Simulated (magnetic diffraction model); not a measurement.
# Er3In4Ga4Ag3 below its ordering temperature

Space group Immm (no. 71), a = 4.5620 Å, b = 9.9690 Å, c = 13.3770 Å.

```
site  atom    x       y       z
  4i    Er  1/2     1/2  0.2954
  2c    Er  1/2     1/2       0
  8l    In    0  0.6262  0.8419
  4g    Ag    0  0.1888       0
  2b    Ag  1/2       0       0
  8l    Ga  1/2  0.2150  0.1406
```

The compound is invented for this exercise: a known structure type with other elements, its cell scaled to their sizes and not relaxed.

Only Er is taken to order (form factors of Er3+); orders and moment sizes are assumed, and not adapted to the symmetry. Radiation: neutrons of λ = 2.52 Å, 8° to 75°; isotropic B of 0.16 Å² (Er), 0.17 Å² (In), 0.21 Å² (Ag) and 0.21 Å² (Ga). Simulated constant-wavelength pattern: nuclear and magnetic terms add, the magnetic one as |2.695 fm × Σ f S⊥ exp(2πi Q·r) exp(−B s²)|², summed over all Q at one angle with the factor 1/(sin²θ cos θ). For collinear order S is the moment m, which repeats by lattice and centring translations R with the sign exp(−2πi k·R). Free-ion form factors, Sears's scattering lengths of 1992, no absorption; a label names one of the reflections at its angle. The strongest nuclear line in the range is 100, and lines under 0.2 are left out.

Above the ordering temperature:

```
2θ (°)    index      I
 18.14  (0 1 1)    2.8
 29.29  (0 2 0)    0.8
 33.93  (1 0 1)    1.9
 35.37  (1 1 0)    0.6
 36.06  (0 1 3)    0.4
 36.75  (0 2 2)    0.2
 44.27  (0 0 4)    0.4
 46.00  (0 3 1)    3.7
 46.55  (1 0 3)    0.3
 53.96  (0 2 4)   21.4
 55.95  (1 2 3)  100.0
 55.95  (1 3 0)   20.2
 56.44  (0 3 3)    6.3
 57.89  (1 1 4)   20.3
 58.37  (0 1 5)    2.5
 60.73  (1 3 2)   24.9
 60.74  (0 4 0)    6.9
 66.18  (1 0 5)    8.1
 67.06  (2 0 0)   43.8
 68.83  (0 0 6)   19.9
 70.12  (2 1 1)    0.5
 71.43  (1 4 1)   18.8
```
(The table stops after 22 lines; 4 more lie at higher angle.)

Below it (cell unchanged):

| 2θ (°) | I |
| --- | --- |
| 9.04 | 54.2 |
| 17.81 | 31.0 |
| 18.14 | 2.8 |
| 22.53 | 51.0 |
| 27.35 | 2.4 |
| 28.22 | 10.3 |
| 29.29 | 0.8 |
| 33.38 | 49.7 |
| 33.93 | 1.9 |
| 35.19 | 31.4 |
| 35.37 | 0.6 |
| 36.06 | 0.4 |
| 36.75 | 0.2 |
| 36.92 | 13.3 |
| 37.26 | 11.3 |
| 39.23 | 3.6 |
| 39.55 | 28.8 |
| 40.50 | 7.1 |
| 42.64 | 12.9 |
| 43.23 | 35.1 |
| 44.27 | 0.4 |
| 44.70 | 0.4 |
| 46.00 | 3.7 |
| 46.42 | 2.7 |
| 46.55 | 0.3 |
| 48.34 | 16.0 |
| 49.96 | 19.7 |
| 50.75 | 3.6 |
| 51.53 | 3.8 |
| 52.57 | 4.7 |
| 52.83 | 7.8 |
| 53.96 | 21.4 |
| 54.34 | 3.1 |
| 55.33 | 8.4 |
| 55.34 | 1.5 |
| 55.95 | 100.0 |
(The table stops after 36 lines; 38 more lie at higher angle.)

**Question.** Check that the new lines index with k = (0 1/2 1/2), then choose among these models:
A. collinear moments along [010], 7.7 μB on Er; signs + at (1/2, 1/2, 0.2954), + at (1/2, 1/2, 0.7046), + at (1/2, 1/2, 0)
B. collinear moments along [111], 7.7 μB on Er; signs + at (1/2, 1/2, 0.2954), + at (1/2, 1/2, 0.7046), − at (1/2, 1/2, 0)
C. collinear moments along [111], 7.7 μB on Er; signs + at (1/2, 1/2, 0.2954), + at (1/2, 1/2, 0.7046), + at (1/2, 1/2, 0)
D. collinear moments along [010], 7.7 μB on Er; signs + at (1/2, 1/2, 0.2954), + at (1/2, 1/2, 0.7046), − at (1/2, 1/2, 0)

The new lines index as (0 1/2 1/2) at 9.04°, (0 1/2 -3/2) at 17.81°, (0 3/2 -1/2) at 22.53° and (0 3/2 3/2) at 27.35°, that is as H ± k with k = (0 1/2 1/2), one of 2 inequivalent arms of its star (k and −k counted as one), which a powder can't tell apart. Half indices mean that the moments reverse under translations with k·R a half-integer, and the magnetic cell has twice the primitive volume.

Magnetic intensity, observed (below minus above) and for each model:

| 2θ (°) | index | observed | A | B | C | D |
| --- | --- | --- | --- | --- | --- | --- |
| 9.04 | (0 1/2 1/2) | 54.2 | 133.0 | 54.2 | 54.2 | 133.0 |
| 22.53 | (0 3/2 -1/2) | 51.0 | 3.4 | 51.0 | 51.0 | 3.4 |
| 28.22 | (0 1/2 5/2) | 10.3 | 48.8 | 10.3 | 10.3 | 48.8 |
| 35.19 | (0 3/2 -5/2) | 31.4 | 20.2 | 31.4 | 31.4 | 20.2 |
| 37.26 | (0 5/2 1/2) | 11.3 | 0.5 | 11.3 | 11.3 | 0.5 |
| 48.34 | (1 3/2 5/2) | 16.0 | 27.2 | 16.0 | 16.0 | 27.2 |
| 49.96 | (1 5/2 -1/2) | 19.7 | 10.2 | 19.7 | 19.7 | 10.2 |
| 57.53 | (1 5/2 -5/2) | 23.7 | 13.8 | 23.7 | 23.7 | 13.8 |

Models B and C match alike on every line, so these data can't choose among them (such ties are often domains of one structure).

The structure used: k = (0 1/2 1/2), collinear moments along [111], 7.7 μB on Er; signs + at (1/2, 1/2, 0.2954), + at (1/2, 1/2, 0.7046), + at (1/2, 1/2, 0).

[Logs are printed without paths, hosts, clocks, repeated set-up lines and the standing remarks that a program may print on its own settings, such as how far it seeks lower states.]
